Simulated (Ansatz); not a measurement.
# ZnGeW in the AlB2 type: lattice stability ahead of a resistivity run

The plan: relax ZnGeW in the AlB2 type, check its phonons, and, if the lattice is stable, compute its Eliashberg function and ρ(T).

Main program and level: Ansatz 0.2.0; DFT PBEsol, scalar-relativistic, plane waves, PAW; PAW set soft_1.

The structure was built from a prototype and need not be the compound's stable phase.

## 1. Set-up

Symmetry: P-6m2, No. 187, hexagonal system. Conventional cell: a = 3.889 Å, b = 3.889 Å, c = 4.084 Å, α = 90.00°, β = 90.00°, γ = 120.00°. Nearest to W lie 6 Ge at 3.04 Å and 6 Zn at 3.04 Å. Nearest to Ge lie 3 Zn at 2.25 Å and 6 W at 3.04 Å. Nearest to Zn lie 3 Ge at 2.25 Å and 6 W at 3.04 Å. Farther neighbours are not listed.

As a file:

```cif
data_structure
_symmetry_space_group_name_H-M 'P-6m2'
_symmetry_Int_Tables_number 187
_cell_length_a 3.8894
_cell_length_b 3.8894
_cell_length_c 4.0839
_cell_angle_alpha 90.000
_cell_angle_beta 90.000
_cell_angle_gamma 120.000
_cell_volume 53.50
loop_
_atom_site_label
_atom_site_type_symbol
_atom_site_symmetry_multiplicity
_atom_site_Wyckoff_symbol
_atom_site_fract_x
_atom_site_fract_y
_atom_site_fract_z
_atom_site_occupancy
W1 W 1 a 0.00000 0.00000 0.00000 1
Ge1 Ge 1 d 0.33333 0.66667 0.50000 1
Zn1 Zn 1 f 0.66667 0.33333 0.50000 1
```

## 2. Rough relaxation

Large forces or a large pressure at the start call for a first relaxation with loose thresholds.

The input, input.yaml:

```yaml
crystal:
  lattice:
    - [3.88944, 0.0, 0.0]
    - [-1.94472, 3.36835, 0.0]
    - [0.0, 0.0, 4.08391]
  atoms:
    - { symbol: W, position: [0.0, 0.0, 0.0] }
    - { symbol: Ge, position: [0.33333333, 0.66666667, 0.5] }
    - { symbol: Zn, position: [0.66666667, 0.33333333, 0.5] }
kpoints:
  mp_grid: { grid: [6, 6, 6] }
hamiltonian:
  xc: pbesol
  pseudopotentials: { kind: paw, azcp: { folder: soft_1 }, xc_functional: pbe }
scf:
  occupations: { method: gaussian, width: 0.1 }
output:
  forces: true
  stress: true
  eigenvalues: true
relax:
  adjacent_minimum: "off"
  f_tol: 0.05
  max_steps: 80
  cell: { stress_tol: 0.5 }
```

Started as:

```sh
ansatz run input.yaml --threads 4 --pin off --max-ram 12288MiB --backend cpu --events-out ev --progress --plain --runs-dir out
```

Numbers of over 12 decimals in the logs are rounded to 6 here.

Output:

```text
The last accepted step is kept in <dir> (removed where the run ends without a failure and the disk answers)
Engine: ansatz 0.2.0, aarch64-unknown-linux-gnu
Pseudopotentials: kind: paw
Pseudopotential: W, paw, valence charge 14, recommended cutoff 420 eV (normal), soft_1/W.paw.azcp
Pseudopotential: Ge, paw, valence charge 14, recommended cutoff 420 eV (normal), soft_1/Ge.paw.azcp
Pseudopotential: Zn, paw, valence charge 12, recommended cutoff 420 eV (normal), soft_1/Zn.paw.azcp
Functional definition: PBEsol
  exchange = pbesol_x
  correlation = pbesol_c
Crystal: 3 atoms, lattice volume = 53.503 Å³
Basis set: ecut = 420 eV, 1081 PW (Γ), exchange–correlation on 54×54×60 points (8 copies of the dense FFT grid, shifted against one another)
Bands: 24, of which v1, the nominal top of the filled ones, is band 20 counted from 1 (19 counted from 0)
Symmetry: 12 space group operations
Space group: P-6m2 (ITA 187), of the structure as read, at distance tolerance 3.8e-5 Å
k-points: 28 of 216 (time reversal used)
Non-local potential: W, projectors of the file, l = 0: 3, l = 1: 2, l = 2: 2, l = 3: 1
Non-local potential: Ge, projectors of the file, l = 0: 2, l = 1: 2, l = 2: 3, l = 3: 1
Non-local potential: Zn, projectors of the file, l = 0: 2, l = 1: 2, l = 2: 3, l = 3: 1
PAW form: soft (Blöchl's): semilocal exchange-correlation on the pseudo side does not see the compensation charge
PAW frozen core: W, regenerated for the run's functional, and the local potential with it (the file was generated under x = pbe(κ = 0.804, μ = 0.219515), c = pbe(β = 0.066725))
PAW frozen core: Ge, regenerated for the run's functional, and the local potential with it (the file was generated under x = pbe(κ = 0.804, μ = 0.219515), c = pbe(β = 0.066725))
PAW frozen core: Zn, regenerated for the run's functional, and the local potential with it (the file was generated under x = pbe(κ = 0.804, μ = 0.219515), c = pbe(β = 0.066725))
PAW one-centre angular grid: W, 590 points (default); XC on 64 Gauss nodes
PAW one-centre angular grid: Ge, 590 points (default); XC on 64 Gauss nodes
PAW one-centre angular grid: Zn, 590 points (default); XC on 64 Gauss nodes
Initial density: superposition of atomic densities (chi_scale 0.1, normalization cell, long waves kept (reshape's long-wave potential 0.00 eV rms))
Initial wavefunctions: pseudopotential atomic-orbital guess
Functional: x = pbesol(κ = 0.804, μ = 0.123457), c = pbesol(β = 0.046)
SCF iter   1: F=—  HF=-17789.252449 eV  |F-HF|=—  |Δ(HF+E_count)|=         —  Δρ=7.08e-2  dr2=6.03e0  ethr=3.10e-3  ⟨swp⟩=5.2  Hψ=3125  notcnv=0
preconditioner: auto → Kerker (q_TF=auto, 2.599 Å⁻¹)  [metal: Δε(μ)=0.013 eV  Ē_g=14.372 eV  σ=0.100 eV  W_gap=0.07  n_scr=20 (ndim 8)  ℏωp=28.7 eV  f_vac=0.000  D(μ)=3.97/eV (n_scr^D=52)]
SCF iter   2: F=—  HF=-17788.219298 eV  |F-HF|=—  |Δ(HF+E_count)|=    1.03e0  Δρ=2.39e-2  dr2=4.73e-1  ethr=3.10e-3  ⟨swp⟩=2.4  Hψ=1092  notcnv=0
SCF iter   3: F=—  HF=-17788.132713 eV  |F-HF|=—  |Δ(HF+E_count)|=   8.66e-2  Δρ=1.05e-2  dr2=3.04e-2  ethr=1.18e-3  ⟨swp⟩=2.0  Hψ=1136  notcnv=0
SCF iter   4: F=—  HF=-17788.126361 eV  |F-HF|=—  |Δ(HF+E_count)|=   6.35e-3  Δρ=6.53e-3  dr2=1.26e-2  ethr=7.59e-5  ⟨swp⟩=2.0  Hψ=1182  notcnv=0
SCF iter   5: F=—  HF=-17788.124742 eV  |F-HF|=—  |Δ(HF+E_count)|=   1.62e-3  Δρ=1.69e-3  dr2=1.39e-3  ethr=3.14e-5  ⟨swp⟩=2.3  Hψ=1046  notcnv=0
SCF iter   6: F=—  HF=-17788.124193 eV  |F-HF|=—  |Δ(HF+E_count)|=   5.49e-4  Δρ=5.71e-4  dr2=2.24e-4  ethr=3.49e-6  ⟨swp⟩=2.0  Hψ=858  notcnv=0
SCF iter   7: F=—  HF=-17788.124183 eV  |F-HF|=—  |Δ(HF+E_count)|=   1.02e-5  Δρ=3.50e-4  dr2=3.82e-5  ethr=5.60e-7  ⟨swp⟩=2.0  Hψ=965  notcnv=0
SCF iter   8: F=—  HF=-17788.124180 eV  |F-HF|=—  |Δ(HF+E_count)|=   2.91e-6  Δρ=1.78e-4  dr2=1.85e-5  ethr=9.54e-8  ⟨swp⟩=3.0  Hψ=1263  notcnv=0
SCF iter   9: F=—  HF=-17788.124176 eV  |F-HF|=—  |Δ(HF+E_count)|=   4.15e-6  Δρ=4.80e-5  dr2=1.48e-6  ethr=4.63e-8  ⟨swp⟩=2.0  Hψ=837  notcnv=0
SCF iter  10: F=—  HF=-17788.124176 eV  |F-HF|=—  |Δ(HF+E_count)|=   3.46e-8  Δρ=2.44e-5  dr2=2.04e-7  ethr=3.70e-9  ⟨swp⟩=2.8  Hψ=1110  notcnv=0
SCF iter  11: F=-17788.124176 eV  HF=-17788.124176 eV  |F-HF|=3.80e-8  |Δ(HF+E_count)|=   2.87e-9  Δρ=8.92e-6  dr2=3.03e-8  ethr=2.50e-10  ⟨swp⟩=4.0  Hψ=2232  notcnv=0
SCF 1 converged in 11 iterations: F = -17788.124176 eV  dr2 = 3.03e-8
  greatest PAW one-centre occupation: 0.999 electrons in one spin orbital (limit 2), on the W atom at site 0 (counted from 0), in its partial waves of l = 0
relax step   1: F+E_penalty+E_count = -17788.12417597 eV  Δ(F+E_penalty+E_count) = +0.000e0 eV  max|allowed force component| = 9.252e-17 eV/Å  Δτ_max = 0.0000 Å  P = -12.958 GPa  Ω = 53.503 Å³  (11 SCF iters, dr2 threshold 1.00e-7 eV, accepted)
Crystal: 3 atoms, lattice volume = 50.512 Å³
Basis set: ecut = 420 eV, 997 PW (Γ), exchange–correlation on 54×54×60 points (8 copies of the dense FFT grid, shifted against one another)
Initial density: handed on by an earlier stage of this run
Initial wavefunctions: those handed on with the density
iter 1 solved again at ethr=3.41e-5 eV; its pass at ethr=3.10e-3 eV (dr2=1.36e-2 eV) is discarded
SCF iter   1: F=—  HF=-17788.611709 eV  |F-HF|=—  |Δ(HF+E_count)|=         —  Δρ=5.86e-3  dr2=1.34e-2  ethr=3.41e-5  ⟨swp⟩=2.0  Hψ=3759  notcnv=0
preconditioner: auto → Kerker (q_TF=auto, 2.624 Å⁻¹)  [metal: Δε(μ)=0.060 eV  Ē_g=13.753 eV  σ=0.100 eV  W_gap=0.32  n_scr=20 (ndim 8)  ℏωp=29.6 eV  f_vac=0.000  D(μ)=2.11/eV (n_scr^D=20)]
SCF iter   2: F=—  HF=-17788.609074 eV  |F-HF|=—  |Δ(HF+E_count)|=   2.63e-3  Δρ=2.78e-3  dr2=2.72e-3  ethr=3.34e-5  ⟨swp⟩=2.0  Hψ=811  notcnv=0
SCF iter   3: F=—  HF=-17788.608686 eV  |F-HF|=—  |Δ(HF+E_count)|=   3.88e-4  Δρ=1.40e-3  dr2=8.60e-4  ethr=6.79e-6  ⟨swp⟩=2.0  Hψ=938  notcnv=0
SCF iter   4: F=—  HF=-17788.608413 eV  |F-HF|=—  |Δ(HF+E_count)|=   2.74e-4  Δρ=5.19e-4  dr2=6.96e-5  ethr=2.15e-6  ⟨swp⟩=2.0  Hψ=935  notcnv=0
SCF iter   5: F=—  HF=-17788.608402 eV  |F-HF|=—  |Δ(HF+E_count)|=   1.01e-5  Δρ=1.36e-4  dr2=5.51e-6  ethr=1.74e-7  ⟨swp⟩=2.0  Hψ=975  notcnv=0
SCF iter   6: F=—  HF=-17788.608401 eV  |F-HF|=—  |Δ(HF+E_count)|=   1.20e-6  Δρ=2.74e-5  dr2=4.55e-7  ethr=1.38e-8  ⟨swp⟩=2.0  Hψ=1118  notcnv=0
SCF iter   7: F=-17788.608401 eV  HF=-17788.608401 eV  |F-HF|=4.84e-10  |Δ(HF+E_count)|=   3.76e-7  Δρ=1.83e-5  dr2=1.03e-7  ethr=7.50e-10  ⟨swp⟩=5.9  Hψ=3032  notcnv=0
SCF 2 converged in 7 iterations: F = -17788.608401 eV  dr2 = 1.03e-7
[...]
SCF iter   7: F=-17789.026968 eV  HF=-17789.026968 eV  |F-HF|=6.98e-9  |Δ(HF+E_count)|=   2.87e-7  Δρ=1.94e-5  dr2=1.20e-7  ethr=7.50e-10  ⟨swp⟩=6.5  Hψ=3248  notcnv=0
SCF 3 converged in 7 iterations: F = -17789.026968 eV  dr2 = 1.20e-7
relax step   3: F+E_penalty+E_count = -17789.02696798 eV  Δ(F+E_penalty+E_count) = -4.186e-1 eV  max|allowed force component| = 8.635e-17 eV/Å  Δτ_max = 0.0000 Å  P = -5.671 GPa  Ω = 48.057 Å³  energy of the carried Pulay correction = +2.087e-3 eV  (7 SCF iters, dr2 threshold 3.00e-7 eV, accepted)
[... from here on, the SCF cycles and remarks between the steps are left out ...]
relax step   4: F+E_penalty+E_count = -17789.38622640 eV  Δ(F+E_penalty+E_count) = -3.593e-1 eV  max|allowed force component| = 6.785e-17 eV/Å  Δτ_max = 0.0000 Å  P = -2.220 GPa  Ω = 46.099 Å³  energy of the carried Pulay correction = +2.896e-3 eV  (7 SCF iters, dr2 threshold 3.00e-7 eV, accepted)
relax step   5: F+E_penalty+E_count = -17789.72998388 eV  Δ(F+E_penalty+E_count) = -3.438e-1 eV  max|allowed force component| = 1.226e-16 eV/Å  Δτ_max = 0.0000 Å  P = -0.473 GPa  Ω = 44.720 Å³  energy of the carried Pulay correction = +3.490e-3 eV  (9 SCF iters, dr2 threshold 3.00e-7 eV, accepted)
relax step   6: F+E_penalty+E_count = -17790.05456340 eV  Δ(F+E_penalty+E_count) = -3.246e-1 eV  max|allowed force component| = 5.628e-17 eV/Å  Δτ_max = 0.0000 Å  P = +1.598 GPa  Ω = 43.501 Å³  energy of the carried Pulay correction = +4.030e-3 eV  (6 SCF iters, dr2 threshold 3.00e-7 eV, accepted)
relax step   7: F+E_penalty+E_count = -17790.34983200 eV  Δ(F+E_penalty+E_count) = -2.953e-1 eV  max|allowed force component| = 5.320e-17 eV/Å  Δτ_max = 0.0000 Å  P = +3.307 GPa  Ω = 42.739 Å³  energy of the carried Pulay correction = +4.380e-3 eV  (7 SCF iters, dr2 threshold 3.00e-7 eV, accepted)
relax step   8: F+E_penalty+E_count = -17790.67063758 eV  Δ(F+E_penalty+E_count) = -3.208e-1 eV  max|allowed force component| = 4.106e-17 eV/Å  Δτ_max = 0.0000 Å  P = +7.657 GPa  Ω = 41.862 Å³  energy of the carried Pulay correction = +4.788e-3 eV  (6 SCF iters, dr2 threshold 3.00e-7 eV, accepted)
relax step   9: F+E_penalty+E_count = -17790.83595120 eV  Δ(F+E_penalty+E_count) = -1.653e-1 eV  max|allowed force component| = 3.547e-17 eV/Å  Δτ_max = 0.0000 Å  P = +0.854 GPa  Ω = 43.738 Å³  energy of the carried Pulay correction = +3.969e-3 eV  (6 SCF iters, dr2 threshold 3.00e-7 eV, accepted)
relax step  10: F+E_penalty+E_count = -17790.83774111 eV  Δ(F+E_penalty+E_count) = -1.790e-3 eV  max|allowed force component| = 3.412e-17 eV/Å  Δτ_max = 0.0000 Å  P = -2.079 GPa  Ω = 44.305 Å³  energy of the carried Pulay correction = +3.720e-3 eV  (6 SCF iters, dr2 threshold 3.00e-7 eV, accepted)
relax step  11: F+E_penalty+E_count = -17790.84502776 eV  Δ(F+E_penalty+E_count) = -7.287e-3 eV  max|allowed force component| = 6.476e-17 eV/Å  Δτ_max = 0.0000 Å  P = -0.165 GPa  Ω = 43.890 Å³  energy of the carried Pulay correction = +3.901e-3 eV  (6 SCF iters, dr2 threshold 3.00e-7 eV, accepted)
Basis set: ecut = 420 eV, 879 PW (Γ), exchange–correlation on 60×60×36 points (8 copies of the dense FFT grid, shifted against one another)
Initial wavefunctions: pseudopotential atomic-orbital guess (no wavefunctions were taken with the density)
iter 1 solved again at ethr=2.81e-7 eV; its pass at ethr=3.10e-3 eV (dr2=1.13e-4 eV) is discarded
SCF iter   1: F=—  HF=-17790.854218 eV  |F-HF|=—  |Δ(HF+E_count)|=         —  Δρ=1.89e-3  dr2=5.14e-5  ethr=2.81e-7  ⟨swp⟩=2.8  Hψ=4757  notcnv=0
preconditioner: auto → none  [metal: Δε(μ)=0.081 eV  Ē_g=14.419 eV  σ=0.100 eV  W_gap=0.43  n_scr=8 (ndim 8)  ℏωp=31.7 eV  f_vac=0.000  D(μ)=0.88/eV (n_scr^D=6)]
SCF iter   2: F=—  HF=-17790.854730 eV  |F-HF|=—  |Δ(HF+E_count)|=   5.12e-4  Δρ=1.01e-3  dr2=3.67e-5  ethr=1.29e-7  ⟨swp⟩=2.0  Hψ=1072  notcnv=0
SCF iter   3: F=—  HF=-17790.854894 eV  |F-HF|=—  |Δ(HF+E_count)|=   1.64e-4  Δρ=2.81e-4  dr2=6.89e-6  ethr=9.16e-8  ⟨swp⟩=2.0  Hψ=881  notcnv=0
SCF iter   4: F=—  HF=-17790.854892 eV  |F-HF|=—  |Δ(HF+E_count)|=   2.26e-6  Δρ=3.67e-5  dr2=1.51e-7  ethr=1.72e-8  ⟨swp⟩=2.0  Hψ=966  notcnv=0
SCF iter   5: F=—  HF=-17790.854896 eV  |F-HF|=—  |Δ(HF+E_count)|=   4.12e-6  Δρ=7.92e-6  dr2=3.15e-9  ethr=3.76e-10  ⟨swp⟩=2.0  Hψ=1120  notcnv=0
SCF iter   6: F=-17790.854896 eV  HF=-17790.854896 eV  |F-HF|=1.09e-11  |Δ(HF+E_count)|=   1.03e-8  Δρ=1.06e-6  dr2=1.51e-10  ethr=7.50e-12  ⟨swp⟩=4.5  Hψ=2395  notcnv=0
SCF 12 converged in 6 iterations: F = -17790.854896 eV  dr2 = 1.51e-10
relax step  12: F+E_penalty+E_count = -17790.85489567 eV  Δ(F+E_penalty+E_count) = -9.868e-3 eV  max|allowed force component| = 5.474e-17 eV/Å  Δτ_max = 0.0000 Å  P = +0.220 GPa  Ω = 43.890 Å³  stress off target by 2.31e-1 GPa  SCF on the basis re-selected at this cell (its energy is not comparable with the rows above)  (6 SCF iters)
basis re-selected at this cell: Δ(F+E_penalty+E_count) = -9.868e-3 eV, ΔP = +0.385 GPa vs the last step (what re-selecting the basis moved, of the pressure what is left beyond the Pulay correction that the steps carried, after the strain that the cell walked since its last selection, with what the two solves' SCF thresholds leave and, on support functions, any second-order correction that the steps lacked; it is no measure of the basis error at this ecutwfc). The dense FFT grid was sized anew with the basis: this SCF ran on 30×30×18 points, the steps before it on 27×27×30, so part of this shift can come from that change (see relax.cell in the input reference). [rest of the remark cut]
SCF converged after 6 iterations
Free energy (F): -17790.854896 eV
Harris-Foulkes:  -17790.854896 eV  (|F-HF|=1.09e-11)
Internal energy: -17790.850506 eV  (E = F + TS)
E sigma→0 (E₀):  -17790.852701 eV
Entropy (-TS):   -0.004390 eV (-1.463 meV/atom)
Fermi energy:    17.179615 eV
--- Per-component energies (eV) ---
  E_band       = -77.427610
  E_kinetic    = 667.568412
  E_local      = -3938.004726  (includes V_loc(G=0)·N_el)
  E_nonlocal   = 1015.719999
  E_hartree    = 1701.135868
  E_xc         = -416.982855
  E_vxc        = -350.698940  (∫ρ·V_xc dr)
  E_paw        = -12282.759758  (= ΣΔE_a)
  E_vpaw       = -874.284092  (= ΣTr[D̂ρ^β])
  E_aug_tail   = -0.000071  (compensation charges beyond the density's cutoff)
  E_ewald      = -4539.464525
  E_core_change = 1.937151  (= ΣΔE_core)
  E_smearing   = -0.004390  (= −TS)
  E_closure    = -0.000000  (closes the sum)
  Σ components = -17790.854896   (vs F -17790.854896, Δ=0.00e0)
--- Forces (eV/Å), atoms counted from 1 ---
  atom   1  W      0.00000000     0.00000000    -0.00000000
  atom   2  Ge    -0.00000000    -0.00000000    -0.00000000
  atom   3  Zn    -0.00000000    -0.00000000     0.00000000
  max |Σ_I F_I| component: 1.12e-16 eV/Å
--- Stress (GPa, compression-positive) ---
        0.231038       0.000000      -0.000000
        0.000000       0.231038      -0.000000
       -0.000000      -0.000000       0.196847
  P = ⅓ Tr σ = 0.2196 GPa (2.196 kbar)
--- Band table (eV; the first three rows and the last of 28) ---
  k-point 0: bands = [... 16 lower, 12.2257, 12.4984, 14.5172, 17.9460, 17.9460, 19.7680, 19.7680, 22.0729]
  k-point 1: bands = [... 16 lower, 12.8807, 13.8902, 15.0279, 16.2988, 16.2988, 20.4214, 21.0556, 21.0556]
  k-point 2: bands = [... 16 lower, 14.2677, 14.2677, 14.7987, 14.7987, 16.3227, 19.6899, 20.1548, 20.1548]
  k-point 27: bands = [... 16 lower, 12.1940, 14.7466, 15.0315, 16.7425, 16.8284, 18.5442, 18.6856, 19.4513]
--- Relaxed structure (11 steps of the walk, 11 accepted, 1 SCFs on fresh bases) ---
  F+E_penalty+E_count = -17790.85489567 eV   max|allowed force component| = 5.474e-17 eV/Å   (the final SCF, on the basis selected at the relaxed cell)
  cell:  # Å, volume = 43.8899 Å³
    - [4.409345, 0, 0.0]
    - [-2.204673, 3.818605, 0.0]
    - [0.0, 0.0, 2.606670]
  atoms:
    - { symbol: W, position: [0, 0, 0.0] }
    - { symbol: Ge, position: [0.333333, 0.666667, 0.500000] }
    - { symbol: Zn, position: [0.666667, 0.333333, 0.500000] }
```

Elapsed: 15 s, on 4 threads of Arm Neoverse V2, shared host; peak memory 0.42 GiB; 53 s of CPU time.

Step by step:

```
step  energy less that of the first step (eV)  largest force component (eV/Å)  pressure (GPa)  volume (Å³)
   1                                   0.0000                          0.0000          -12.96        53.50
   2                                  -0.4842                          0.0000           -9.49        50.51
   3                                  -0.9028                          0.0000           -5.67        48.06
   4                                  -1.2620                          0.0000           -2.22        46.10
   5                                  -1.6058                          0.0000           -0.47        44.72
   6                                  -1.9304                          0.0000            1.60        43.50
   7                                  -2.2257                          0.0000            3.31        42.74
   8                                  -2.5465                          0.0000            7.66        41.86
   9                                  -2.7118                          0.0000            0.85        43.74
  10                                  -2.7136                          0.0000           -2.08        44.31
  11                                  -2.7209                          0.0000           -0.16        43.89
 12*                                  -2.7307                          0.0000            0.22        43.89
```

Relaxation steps marked * repeat the geometry before them on a plane-wave basis chosen anew for their cell, so energy and pressure can jump there.

Forces are held to the 12 operations that the run works with; a distortion that breaks them can't arise in this run.

```
     cell as run  before  after   change
           a (Å)   3.889  4.409  +13.4 %
           b (Å)   3.889  4.409  +13.4 %
           c (Å)   4.084  2.607  -36.2 %
volume (Å³/atom)   17.83  14.63  -18.0 %
```

The relaxed structure:

```
W Ge Zn
1.0
     4.40935    0.00000    0.00000
    -2.20467    3.81861    0.00000
     0.00000    0.00000    2.60667
W Ge Zn
1 1 1
Direct
  0.00000 0.00000 0.00000
  0.33333 0.66667 0.50000
  0.66667 0.33333 0.50000
```

Numbers from this step:

* pressure: 0.2196 GPa
* volume per atom: 14.63 Å³/atom
* metallic on mesh: yes
* gap on the k-mesh: 0 eV

The largest force is now zero by symmetry and the largest stress component 0.23 GPa.

## 3. Relaxation

The structure is brought to rest under this functional.

input.yaml, the sections that differ from step 2:

```yaml
crystal:
  lattice:
    - [4.4093453179, 0.0, 0.0]
    - [-2.204672659, 3.8186050594, 0.0]
    - [0.0, 0.0, 2.6066699228]
  atoms:
    - { symbol: W, position: [0.0, 0.0, 0.0] }
    - { symbol: Ge, position: [0.3333333333, 0.6666666667, 0.5] }
    - { symbol: Zn, position: [0.6666666667, 0.3333333333, 0.5] }
kpoints:
  mp_grid: { grid: [9, 9, 12] }
relax:
  adjacent_minimum: "off"
  f_tol: 0.005
  max_steps: 80
  cell: { stress_tol: 0.05 }
# hamiltonian, scf, output: as in step 2
```

Output:

```text
[the first part of the log is left out]
  E_paw        = -12282.912112  (= ΣΔE_a)
  E_vpaw       = -874.544208  (= ΣTr[D̂ρ^β])
  E_aug_tail   = -0.000074  (compensation charges beyond the density's cutoff)
  E_ewald      = -4537.128590
  E_core_change = 1.937151  (= ΣΔE_core)
  E_smearing   = -0.010204  (= −TS)
  E_closure    = 0.000000  (closes the sum)
  Σ components = -17790.821751   (vs F -17790.821751, Δ=0.00e0)
[...]
--- Stress (GPa, compression-positive) ---
        0.021331      -0.000000      -0.000000
       -0.000000       0.021331      -0.000000
       -0.000000      -0.000000       0.001965
  P = ⅓ Tr σ = 0.0149 GPa (0.149 kbar)
--- Band table (eV; the first three rows and the last of 84) ---
[...]
--- Relaxed structure (3 steps of the walk, 3 accepted, 1 SCFs on fresh bases) ---
[...]
cell:  # Å, volume = 43.9609 Å³
    - [4.403189, 2.882719732180732e-11, 2.466093032927533e-19]
    - [-2.201594, 3.813273, -1.2330465164777473e-19]
    - [1.4578786809072553e-19, 0, 2.618188]
  atoms:
    - { symbol: W, position: [0, 0, 0] }
    - { symbol: Ge, position: [0.333333, 0.666667, 0.500000] }
    - { symbol: Zn, position: [0.666667, 0.333333, 0.500000] }
```

Run time: 10 s. Hardware: 4 threads; peak memory 0.47 GiB.

Relaxation path:

```
step  energy less that of the first step (eV)  largest force component (eV/Å)  pressure (GPa)  volume (Å³)
   1                                   0.0000                          0.0000            0.53        43.89
   2                                  -0.0007                          0.0000           -0.41        44.07
   3                                  -0.0009                          0.0000            0.02        43.96
   4                                  -0.0010                          0.0000            0.01        43.96
```

The log counts 1 steps on a newly chosen plane-wave basis, not all of them marked here; energy and pressure can jump at such steps.

```
conventional cell, symmetrised  before  after  change
                         a (Å)   4.409  4.403  -0.1 %
                         b (Å)   4.409  4.403  -0.1 %
                         c (Å)   2.607  2.618  +0.4 %
              volume (Å³/atom)   14.63  14.65  +0.2 %
```

Final coordinates:

```
W Ge Zn
1.0
     4.40319    0.00000    0.00000
    -2.20159    3.81327    0.00000
     0.00000    0.00000    2.61819
W Ge Zn
1 1 1
Cartesian
  0.0000 0.0000 0.0000
  0.0000 2.5422 1.3091
  2.2016 1.2711 1.3091
```

This step gave:

- pressure: 0.01488 GPa
- volume per atom: 14.65 Å³/atom

The largest force is now zero by symmetry and the largest stress component 0.021 GPa.

(Continued in part 2 of 3.)

[Logs are printed without paths, hosts, clocks, repeated set-up lines and the standing remarks that a program may print on its own settings, such as how far it seeks lower states.]

[Hosts, paths, dates, database ids (printed as entryN), source tags and the programs' standing remarks are cut or masked in the printed files.]
